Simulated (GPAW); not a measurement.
# Screening of a field by VGe2As4 monolayer, part 2 of 2

Wanted: the out-of-plane polarisability of VGe2As4 monolayer.

GPAW 26.7.0; GPAW, PAW setups; layer in a repeated cell with vacuum, relaxation of atoms and in-plane cell (the session's first sound run).

So far. Step 5 (Field on): The dipole is now -0.0815 e Å, against 0.0015 in the run without a field.

## 8. In a field

Level of this step: GPAW, PAW setups; slab in vacuum (GPAW).

File run.py:

```python
import json
import numpy as np
from ase import Atoms
from gpaw import GPAW, PW
from gpaw.external import ConstantElectricField

slab = Atoms(
    ['As', 'Ge', 'As', 'V', 'As', 'Ge', 'As'],
    positions=[
        [-0.00000, 0.00000, 9.00000],
        [-0.00000, 2.14635, 10.17610],
        [-0.00000, 2.14635, 12.64435],
        [0.00000, -0.00000, 14.04805],
        [-0.00000, 2.14635, 15.45175],
        [-0.00000, 2.14635, 17.91999],
        [0.00000, -0.00000, 19.09609]],
    cell=[[3.71759, -0.0, 0.0], [-1.85879, 3.21952, 0.0], [0.0, 0.0, 28.0961]],
    pbc=[True, True, False],
    magmoms=[0.0, 0.0, 0.0, 1.0, 0.0, 0.0, 0.0])

slab.calc = GPAW(mode=PW(400), xc='PBE', kpts={'size': (9, 9, 1), 'gamma': True},
                 occupations={'name': 'fermi-dirac', 'width': 0.05}, nbands='200%',
                 convergence={'density': 1e-05}, maxiter=200,
                 poissonsolver={'dipolelayer': 'xy'},
                 external=ConstantElectricField(0.1, [0, 0, 1]),
                 symmetry={'tolerance': 1e-3}, txt='slab.txt')
result = {}
energy = slab.get_potential_energy()
fermi = slab.calc.get_fermi_level()
v = slab.calc.get_electrostatic_potential().mean((0, 1)) - fermi
n = slab.calc.get_pseudo_density().mean((0, 1))
L = slab.cell[2, 2]
z = np.arange(len(v)) * L / len(v)
low, high = slab.positions[:, 2].min(), slab.positions[:, 2].max()
below, above = np.interp([low - 6.8, high + 6.8], z, v)
slopes = [np.interp(x, z, np.gradient(v, z)) for x in (low - 6.8, high + 6.8)]
eps = np.array([[slab.calc.get_eigenvalues(k, s) for k in range(len(slab.calc.get_ibz_k_points()))]
                for s in range(slab.calc.get_number_of_spins())]) - fermi
top, bottom = eps[eps < 0].max(), eps[eps > 0].min()
dipole = slab.get_dipole_moment()[2]
print(f'energy {energy:.4f} eV, Fermi level {fermi:.4f} eV, dipole {dipole:.5f} e A')
print(f'potential 6.8 A off the faces, from the Fermi level: lower {below:.4f} eV, upper {above:.4f} eV')
print(f'slope of the potential there: lower {slopes[0]:.5f}, upper {slopes[1]:.5f} eV/A')
print(f'nearest levels on the mesh: {top:.4f} and {bottom:.4f} eV')
print('magnetic moment', round(slab.get_magnetic_moment(), 3))
result.update(energy=energy, fermi=fermi, dipole=dipole, below=below, above=above, slopes=slopes, edges=[top, bottom],
              z=z.tolist(), v=v.tolist(), n=n.tolist(), positions=slab.positions.tolist(),
              forces=slab.get_forces(apply_constraint=False).tolist(), moments=slab.get_magnetic_moments().tolist())
json.dump(result, open('result.json', 'w'))
```

Launch:

```
$ OMP_NUM_THREADS=1 OPENBLAS_NUM_THREADS=1 python run.py
```

What it wrote:

```text
energy -36.6605 eV, Fermi level -0.1141 eV, dipole 0.08154 e A
potential 6.8 A off the faces, from the Fermi level: lower 5.6012 eV, upper 4.3678 eV
slope of the potential there: lower -0.00004, upper 0.00027 eV/A
nearest levels on the mesh: -0.0193 and 0.0294 eV
magnetic moment 0.954
```

Run time: 16 min. Hardware: 1 thread of Arm Neoverse V1, shared host; peak memory 0.67 GiB.

The electrostatic potential energy of an electron (without an applied field's), less the Fermi level, planar mean oscillates, so the rows of the table below give means over windows of 1.87 Å about each position, cut where the curve ends. Its maxima inside the range that stand out by 2 % of the span (Å: eV): 1.6: 5.60, 9.6: -8.16, 11.4: 2.62, 13.3: -4.80, 14.8: -4.94, 16.6: 2.11, 18.5: -9.03. Its minima: 9.1: -13.0, 10.1: -12.5, 12.7: -12.0, 14.0: -10.4, 15.4: -12.2, 18.0: -13.3, 19.0: -14.0.

The electrostatic potential energy of an electron (without an applied field's), less the Fermi level, planar mean by z; means over each step:

z (Å), electrostatic potential energy of an electron (without an applied field's), less the Fermi level, planar mean (eV) and a bar from the least value:
```
     0.94        5.5 ##############################
     2.81        5.6 ##############################
     4.68        5.6 ##############################
     6.54        5.5 ##############################
     8.42       -3.3 #########
    10.29       -6.8 #
    12.16       -4.1 #######
    14.03       -7.0 #
    15.90       -4.7 ######
    17.77       -7.2 
    19.64       -4.8 ######
    21.50        4.2 ###########################
    23.38        4.4 ###########################
    25.25        4.4 ###########################
    27.11        4.4 ###########################
```

The dipole is now 0.0815 e Å, against 0.0015 in the run without a field.

## 9. Field on

run.py, as its differences from that of step 8:

```diff
@@ -24,3 +24,3 @@
                  poissonsolver={'dipolelayer': 'xy'},
-                 external=ConstantElectricField(0.1, [0, 0, 1]),
+                 external=ConstantElectricField(0.2, [0, 0, 1]),
                  symmetry={'tolerance': 1e-3}, txt='slab.txt')
```

What it wrote:

```text
energy -36.6727 eV, Fermi level -0.1150 eV, dipole 0.16310 e A
potential 6.8 A off the faces, from the Fermi level: lower 6.2201 eV, upper 3.7530 eV
slope of the potential there: lower 0.00007, upper 0.00039 eV/A
nearest levels on the mesh: -0.0189 and 0.0288 eV
magnetic moment 0.954
```

It took 13 min on 1 thread; peak memory 0.67 GiB.

The dipole is now 0.163 e Å, against 0.0015 in the run without a field.

## 10. Field on

run.py, as its differences from that of step 9:

```diff
@@ -24,3 +24,3 @@
                  poissonsolver={'dipolelayer': 'xy'},
-                 external=ConstantElectricField(0.2, [0, 0, 1]),
+                 external=ConstantElectricField(0.3, [0, 0, 1]),
                  symmetry={'tolerance': 1e-3}, txt='slab.txt')
```

What it wrote:

```text
energy -36.6930 eV, Fermi level -0.1163 eV, dipole 0.24472 e A
potential 6.8 A off the faces, from the Fermi level: lower 6.8410 eV, upper 3.1392 eV
slope of the potential there: lower 0.00019, upper 0.00050 eV/A
nearest levels on the mesh: -0.0184 and 0.0280 eV
magnetic moment 0.954
```

Elapsed: 14 min, on 1 thread; peak memory 0.67 GiB.

The electrostatic potential energy of an electron (without an applied field's), less the Fermi level, planar mean oscillates, so the rows of the table below give means over windows of 1.87 Å about each position, cut where the curve ends. Its maxima inside the range that stand out by 2 % of the span (Å: eV): 1.6: 6.84, 9.6: -7.29, 11.4: 3.12, 13.3: -4.66, 14.8: -5.08, 16.6: 1.60, 18.5: -9.89. Its minima: 9.1: -12.0, 10.2: -11.8, 12.7: -11.7, 14.0: -10.4, 15.4: -12.5, 18.0: -14.0, 19.0: -14.9.

The electrostatic potential energy of an electron (without an applied field's), less the Fermi level, planar mean by z; means over each step:

```tsv
z (Å)	electrostatic potential energy of an electron (without an applied field's), less the Fermi level, planar mean (eV)
0.94	6.66
2.81	6.84
4.68	6.84
6.54	6.71
8.42	-2.27
10.29	-6.10
12.16	-3.75
14.03	-7.02
15.90	-5.06
17.77	-7.97
19.64	-5.84
21.50	3.03
23.38	3.14
25.25	3.14
27.11	3.24
```

The dipole is now 0.245 e Å, against 0.0015 in the run without a field.

## 11. The series

The members are put on one axis.

This step: induced dipole against applied field (GPAW 26.7.0).

Dipole along the normal against field:

```tsv
field (V/Å)	dipole along the normal (e·Å)
-0.200	-0.163
-0.100	-0.0815
-0.050	-0.0407
0.000	0.00152
0.050	0.0407
0.100	0.0815
0.200	0.163
0.300	0.245
```

## 12. A changed run

One more run, with changed settings.

This step: GPAW, PAW setups; slab in vacuum (GPAW 26.7.0).

run.py, as its differences from that of step 10:

```diff
@@ -4,3 +4,2 @@
 from gpaw import GPAW, PW
-from gpaw.external import ConstantElectricField
 
@@ -20,7 +19,6 @@
 
-slab.calc = GPAW(mode=PW(400), xc='PBE', kpts={'size': (9, 9, 1), 'gamma': True},
+slab.calc = GPAW(mode=PW(400), xc='pbe96', kpts={'size': (9, 9, 1), 'gamma': True},
                  occupations={'name': 'fermi-dirac', 'width': 0.05}, nbands='200%',
-                 convergence={'density': 1e-05}, maxiter=200,
+                 convergence={'density': 1e-05}, maxiter=50,
                  poissonsolver={'dipolelayer': 'xy'},
-                 external=ConstantElectricField(0.3, [0, 0, 1]),
                  symmetry={'tolerance': 1e-3}, txt='slab.txt')
```

What it wrote:

```text
NameError: Unknown functional: pbe96.
```

Wall time 0.81 s (1 thread); peak memory 0.09 GiB.

The input was rejected at the start.

The program's message: “NameError: Unknown functional: pbe96.”

The change that led to it: xc = "pbe96".

## 13. What came out

| Property | Result |
| --- | --- |
| work function, both faces | 4.98 eV |
| dipole along the normal | 0.0015 e Å, near the numerical noise |
| induced dipole per field | 0.816 e Å per V/Å |
| out-of-plane polarisability per area, α/(ε0 A) | 12.3 Å |

**Reading.** The field induces 0.816 e Å per V/Å, a polarisable thickness α/(ε0 A) of 12.3 Å beside 10.1 Å between the outermost nuclei. A perfect conductor would give the distance between its two image planes; a dielectric of thickness t gives t(1 - 1/ε). The induced dipole is linear in the field over this range. The small printed dipole stands for a step of -23 meV from the lower to the upper face, and the probes find 2.0 meV; values this small are near the numerical noise of both. One magnetic start was tried; another order may lie lower. The layer's cell and atoms come from the relaxation; spin-orbit coupling and temperature are left out.

[Logs are printed without paths, hosts, clocks, repeated set-up lines and the standing remarks that a program may print on its own settings, such as how far it seeks lower states.]

[Hosts, paths, dates, database ids (printed as entryN), source tags and the programs' standing remarks are cut or masked in the printed files.]
